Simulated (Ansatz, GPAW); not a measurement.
# STM contrast on Ba/Mo(110), part 2 of 3

What would a tunnelling microscope show on Ba/Mo(110)?

GPAW 26.7.0 and Ansatz 0.2.0; Ansatz plane waves; slab in vacuum with a dipole correction, relaxation; PAW set soft_1 (the session's first sound run).

So far, upper work function (eV): step 2 (relaxing the atoms) 2.08.

## (3) The slab's potential

The work function is the vacuum plateau of the electrostatic potential less the Fermi level; a dipole layer lets the two faces have plateaus of their own.

This step: GPAW, PAW setups; slab in vacuum (GPAW 26.7.0).

File run.py:

```python
import json
import numpy as np
from ase import Atoms
from ase.dft.stm import STM
from gpaw import GPAW, PW

slab = Atoms(
    ['Mo', 'Mo', 'Mo', 'Mo', 'Mo', 'Mo', 'Mo', 'Mo', 'Mo', 'Mo', 'Mo', 'Mo', 'Mo', 'Mo', 'Mo', 'Mo', 'Ba'],
    positions=[
        [0.00000, 0.00000, 8.00000],
        [2.22739, 0.00000, 10.22739],
        [0.00000, 0.00000, 12.45477],
        [2.25063, -0.00000, 14.65940],
        [2.22739, 1.57500, 8.00000],
        [4.45477, 1.57500, 10.22739],
        [2.22739, 1.57500, 12.45477],
        [4.45482, 1.60325, 14.61958],
        [2.22739, -1.57500, 8.00000],
        [4.45477, -1.57500, 10.22739],
        [2.22739, -1.57500, 12.45477],
        [4.45482, -1.60325, 14.61958],
        [4.45477, 0.00000, 8.00000],
        [6.68216, 0.00000, 10.22739],
        [4.45477, 0.00000, 12.45477],
        [6.65906, 0.00000, 14.65874],
        [4.46334, 0.00000, 17.45678]],
    cell=[[4.45477, -3.15, 0.0], [4.45477, 3.15, 0.0], [0.0, 0.0, 26.24834]],
    pbc=[True, True, False])

slab.calc = GPAW(mode=PW(400), xc='PBE', kpts={'size': (6, 6, 1), 'gamma': True},
                 occupations={'name': 'fermi-dirac', 'width': 0.1}, nbands='160%',
                 convergence={'density': 1e-05}, maxiter=200,
                 poissonsolver={'dipolelayer': 'xy'},
                 symmetry={'tolerance': 1e-3}, txt='slab.txt')
result = {}
energy = slab.get_potential_energy()
fermi = slab.calc.get_fermi_level()
v = slab.calc.get_electrostatic_potential().mean((0, 1)) - fermi
n = slab.calc.get_pseudo_density().mean((0, 1))
L = slab.cell[2, 2]
z = np.arange(len(v)) * L / len(v)
low, high = slab.positions[:, 2].min(), slab.positions[:, 2].max()
below, above = np.interp([low - 5.8, high + 5.8], z, v)
slopes = [np.interp(x, z, np.gradient(v, z)) for x in (low - 5.8, high + 5.8)]
eps = np.array([[slab.calc.get_eigenvalues(k, s) for k in range(len(slab.calc.get_ibz_k_points()))]
                for s in range(slab.calc.get_number_of_spins())]) - fermi
top, bottom = eps[eps < 0].max(), eps[eps > 0].min()
dipole = slab.get_dipole_moment()[2]
print(f'energy {energy:.4f} eV, Fermi level {fermi:.4f} eV, dipole {dipole:.5f} e A')
print(f'potential 5.8 A off the faces, from the Fermi level: lower {below:.4f} eV, upper {above:.4f} eV')
print(f'slope of the potential there: lower {slopes[0]:.5f}, upper {slopes[1]:.5f} eV/A')
print(f'nearest levels on the mesh: {top:.4f} and {bottom:.4f} eV')
print('magnetic moment', round(slab.get_magnetic_moment(), 3))
result.update(energy=energy, fermi=fermi, dipole=dipole, below=below, above=above, slopes=slopes, edges=[top, bottom],
              z=z.tolist(), v=v.tolist(), n=n.tolist(), positions=slab.positions.tolist(),
              forces=slab.get_forces(apply_constraint=False).tolist(), moments=slab.get_magnetic_moments().tolist())

# Images need the states of the whole zone, up to time reversal
slab.calc = slab.calc.fixed_density(symmetry={'point_group': False}, txt='states.txt', nbands='220%',
                                    convergence={'bands': 'CBM+0.8'})
stm = STM(slab)
result['stm'] = []
for bias in [-0.5, 0.5]:
    height = high + 3.0
    current = stm.get_averaged_current(bias, height)
    x, y, h = stm.scan(bias, current)
    i, f = divmod(height / L * stm.ldos.shape[2], 1)
    I = abs((1 - f) * stm.ldos[:, :, int(i)] + f * stm.ldos[:, :, int(i) + 1])
    print(f'bias {bias} V: mean current at 3.0 A {current:.4e}, corrugation {np.ptp(h):.4f} A')
    result['stm'].append(dict(bias=bias, current=current, h=(h - high).tolist(), I=I.tolist()))
json.dump(result, open('result.json', 'w'))
```

Started as:

```sh
$ OMP_NUM_THREADS=1 OPENBLAS_NUM_THREADS=1 python run.py
```

The program printed:

```text
energy -173.0314 eV, Fermi level 3.1819 eV, dipole 0.39806 e A
potential 5.8 A off the faces, from the Fermi level: lower 4.6353 eV, upper 2.0690 eV
slope of the potential there: lower -0.00027, upper 0.00324 eV/A
nearest levels on the mesh: -0.0168 and 0.0007 eV
magnetic moment 0.0
bias -0.5 V: mean current at 3.0 A 1.6046e-04, corrugation 0.9215 A
bias 0.5 V: mean current at 3.0 A 1.3855e-03, corrugation 0.4149 A
```

The job ended after 76 min (1 thread of Arm Neoverse V1, shared host; peak memory 2.5 GiB).

This step gave:

| Quantity | Value |
| --- | --- |
| dipole along the normal | 0.3981 e·Å |
| levels nearest the Fermi level on the mesh | -0.01676, 7.18e-4 eV from the Fermi level |
| upper work function | 2.069 eV |
| lower work function | 4.635 eV |
| corrugation -0.5 | 0.9215 Å |
| corrugation 0.5 | 0.4149 Å |

The electrostatic potential energy of an electron (without an applied field's), less the Fermi level, planar mean oscillates, so the rows of the table below give means over windows of 2.41 Å about each position, cut where the curve ends. Its maxima inside the range that stand out by 2 % of the span (Å: eV): 2.0: 4.64, 9.1: -2.10, 11.3: -2.26, 13.5: -2.46, 16.2: 1.75. Its minima: 8.0: -28.1, 10.2: -28.5, 12.5: -28.5, 14.6: -27.9, 17.4: -10.4.

Electrostatic potential energy of an electron (without an applied field's), less the Fermi level, planar mean against z; means over each step:

z (Å), electrostatic potential energy of an electron (without an applied field's), less the Fermi level, planar mean (eV) and a bar from the least value:
```
     1.21        4.5 ##############################
     3.62        4.6 ##############################
     6.03        2.9 ###########################
     8.44      -12.9 ###
    10.85      -13.7 #
    13.26      -14.5 
    15.67       -7.7 ###########
    18.08       -3.8 #################
    20.48        1.9 ##########################
    22.90        2.1 ##########################
    25.30        2.1 ##########################
```

The pseudo valence density, planar mean oscillates, so the rows of the table below give means over windows of 2.31 Å about each position, cut where the curve ends. Its maxima inside the range that stand out by 2 % of the span (Å: e/Å³): 8.0: 2.00, 10.3: 1.95, 12.4: 1.95, 14.7: 1.96, 17.0: 0.189. Its minima: 9.0: 0.326, 11.3: 0.318, 13.6: 0.347, 16.4: 0.0928.

Table of pseudo valence density, planar mean by z; means over each step:

z (Å), pseudo valence density, planar mean (e/Å³) and a bar:
```
     3.46       0.00 
     5.77       0.03 #
     8.08       0.85 #############################
    10.39       0.88 ##############################
    12.70       0.88 ##############################
    15.01       0.81 ############################
    17.32       0.14 #####
    19.63       0.01 
    21.94       0.00 
    24.25       0.00
```

Tip height over the top atom over a1 and a2. Sample bias -0.5 V, constant current at the mean current 3.0 Å over the top atom.

Values in Å, 12 rows by 16 columns, each cell a mean:
```
2.47 2.52 2.59 2.69 2.77 2.84 2.89 2.91 2.91 2.88 2.83 2.76 2.68 2.58 2.51 2.47
2.56 2.62 2.70 2.81 2.89 2.95 3.00 3.02 3.01 2.98 2.92 2.84 2.75 2.65 2.58 2.54
2.67 2.74 2.83 2.93 3.02 3.08 3.12 3.14 3.14 3.10 3.04 2.96 2.87 2.77 2.69 2.65
2.78 2.84 2.93 3.03 3.11 3.18 3.23 3.25 3.25 3.22 3.16 3.09 3.00 2.89 2.81 2.77
2.85 2.91 2.99 3.09 3.18 3.25 3.30 3.32 3.32 3.30 3.25 3.19 3.10 3.00 2.91 2.85
2.88 2.93 3.01 3.11 3.20 3.27 3.32 3.34 3.35 3.33 3.29 3.24 3.15 3.05 2.96 2.90
2.87 2.90 2.97 3.08 3.17 3.25 3.30 3.33 3.34 3.33 3.29 3.24 3.16 3.06 2.97 2.90
2.82 2.84 2.90 3.00 3.10 3.18 3.25 3.29 3.30 3.29 3.26 3.20 3.12 3.03 2.93 2.86
2.72 2.73 2.78 2.88 2.98 3.07 3.14 3.19 3.21 3.20 3.17 3.12 3.04 2.94 2.85 2.77
2.61 2.61 2.66 2.75 2.85 2.94 3.02 3.06 3.09 3.08 3.05 3.00 2.93 2.83 2.74 2.66
2.50 2.51 2.56 2.65 2.74 2.82 2.90 2.94 2.97 2.96 2.93 2.87 2.80 2.71 2.62 2.54
2.44 2.47 2.53 2.62 2.71 2.78 2.84 2.88 2.89 2.88 2.84 2.78 2.70 2.61 2.53 2.47
```
Columns: a1 from 0 to 0.963; rows upwards: a2 from 0 to 0.963.

Local density of states summed over the bias window over a1 and a2. Sample bias -0.5 V, constant height 3.0 Å over the top atom.

Ten even steps from '_' (0.94 × 1e-4 arbitrary) to '@' (2.75 × 1e-4 arbitrary):
```
____________......::::::::::::::::::......____________
__________......::::::::::::::::::::......____________
________......::::::------------::::::......__________
______......::::--------------------::::......________
____......::::----==============------::::......______
........::::----====++++++++++++====----::::......____
......::::----====++++**********++++==----::::........
....::::----====++****########****++++==----::::......
..::::::--====++****####%%%%%%####**++++==----::::....
::::::----==++++**####%%%%%%%%%%%%##**++++==----::::::
::::::----==++**####%%%%@@@@@@@@%%%%##**++==----::::::
::::::----==++**##%%%%@@@@@@@@@@@@%%##****++==----::::
::::::----==++**##%%%%@@@@@@@@@@@@%%%%##**++==----::::
::::::----==++**##%%%%@@@@@@@@@@@@%%%%##**++==----::::
::::::----==++****##%%@@@@@@@@@@@@%%%%##**++==----::::
::::::::----==++**##%%%%@@@@@@@@%%%%####**++==----::::
::::::::::--==++++**##%%%%%%%%%%%%####**++++==----::::
......::::----==++++**####%%%%%%####****++====--::::::
........::::----==++++****########****++====----::::..
..........::::----==++++**********++++====----::::....
..____......::::----====++++++++++++====----::::......
________......::::------==============----::::......__
__________......::::::------------------::::......____
____________......::::::------------::::::......______
______________......::::::::::::::::::::......________
______________......::::::::::::::::::......__________
____________........::::::::::::::::........__________
```
Columns: a1 from 0 to 0.963; rows upwards: a2 from 0 to 0.963.

Tip height over the top atom over a1 and a2. Sample bias 0.5 V, constant current at the mean current 3.0 Å over the top atom.

Ten even steps from '0' (2.72 Å) to '9' (3.13 Å):
```
000112344566677666544321100
001123345566777766544321100
111223455667777776554332111
112234456677777776655432211
223344566778888877665443322
333445667788888887766544333
444556677888999888876655444
445566778889999998887665544
555667788999999999888766555
666677888999999999988776666
666778889999999999998877766
667778899999999999998887776
677778899999999999999887777
677778899999999999999887777
667778899999999999999887776
666777889999999999998887766
666677888999999999988877666
555666788899999999988776655
445556678889999998887766554
444455667888999988877665544
333344566788888888776654433
222334456677888887766544332
111223455677777777665443221
111123345667777776655432211
000112345566777766554332110
000112344566677666544321100
000112344566666666544321100
```
Columns: a1 from 0 to 0.963; rows upwards: a2 from 0 to 0.963.

Local density of states summed over the bias window over a1 and a2. Sample bias 0.5 V, constant height 3.0 Å over the top atom.

Ten even steps from '0' (1.11 × 1e-3 arbitrary) to '9' (1.58 × 1e-3 arbitrary):
```
000011233455566555433211000
000112234455666655433211000
001122344556666665443221100
111223345566777666544322111
112233455677777776654332211
222334556778888877655433222
333445567788888887765544333
334455677889999988776554433
444556778899999998877665444
555567788999999999887766555
555667889999999999988776655
556677889999999999998876665
666677889999999999998877666
666677889999999999998877666
556677889999999999998877665
555667788999999999998876655
555566778999999999988776555
444556678899999999887765544
334445667888999998877655443
333344566778888888776554433
222233456677888887765543322
111223345667777777655433221
111122344566777766554332211
000112234556666665544322110
000011234455666655443221100
000011233455566555433211000
000011233455566555433211000
```
Columns: a1 from 0 to 0.963; rows upwards: a2 from 0 to 0.963.

Force by atom:

| atom | x (eV/Å) | y (eV/Å) | z (eV/Å) | size |
| --- | --- | --- | --- | --- |
| Mo1 | 0.000 | 0.000 | 0.517 | 0.517 |
| Mo2 | -0.009 | 0.000 | -0.545 | 0.546 |
| Mo3 | 0.001 | 0.000 | 0.199 | 0.199 |
| Mo4 | -0.013 | 0.000 | -0.021 | 0.025 |
| Mo5 | 0.000 | 0.000 | 0.487 | 0.487 |
| Mo6 | 0.000 | -0.026 | -0.645 | 0.646 |
| Mo7 | 0.000 | -0.002 | 0.037 | 0.037 |
| Mo8 | 0.000 | 0.027 | -0.040 | 0.048 |
| Mo9 | 0.000 | 0.000 | 0.487 | 0.487 |
| Mo10 | 0.000 | 0.026 | -0.645 | 0.646 |
| Mo11 | 0.000 | 0.002 | 0.037 | 0.037 |
| Mo12 | 0.000 | -0.027 | -0.040 | 0.048 |
| Mo13 | 0.000 | 0.000 | 0.546 | 0.546 |
| Mo14 | 0.009 | 0.000 | -0.546 | 0.546 |
| Mo15 | -0.001 | 0.000 | 0.105 | 0.105 |
| Mo16 | 0.015 | 0.000 | -0.025 | 0.029 |
| Ba17 | -0.002 | 0.000 | 0.099 | 0.099 |

The potential is flat to 0.003 eV/Å where it is read, so the vacuum is wide enough. The geometry is the other program's minimum; here the largest force on a free atom is 0.099 eV/Å.

[end of part 2 of 3]

[Logs are printed without paths, hosts, clocks, repeated set-up lines and the standing remarks that a program may print on its own settings, such as how far it seeks lower states.]

[Hosts, paths, dates, database ids (printed as entryN), source tags and the programs' standing remarks are cut or masked in the printed files.]
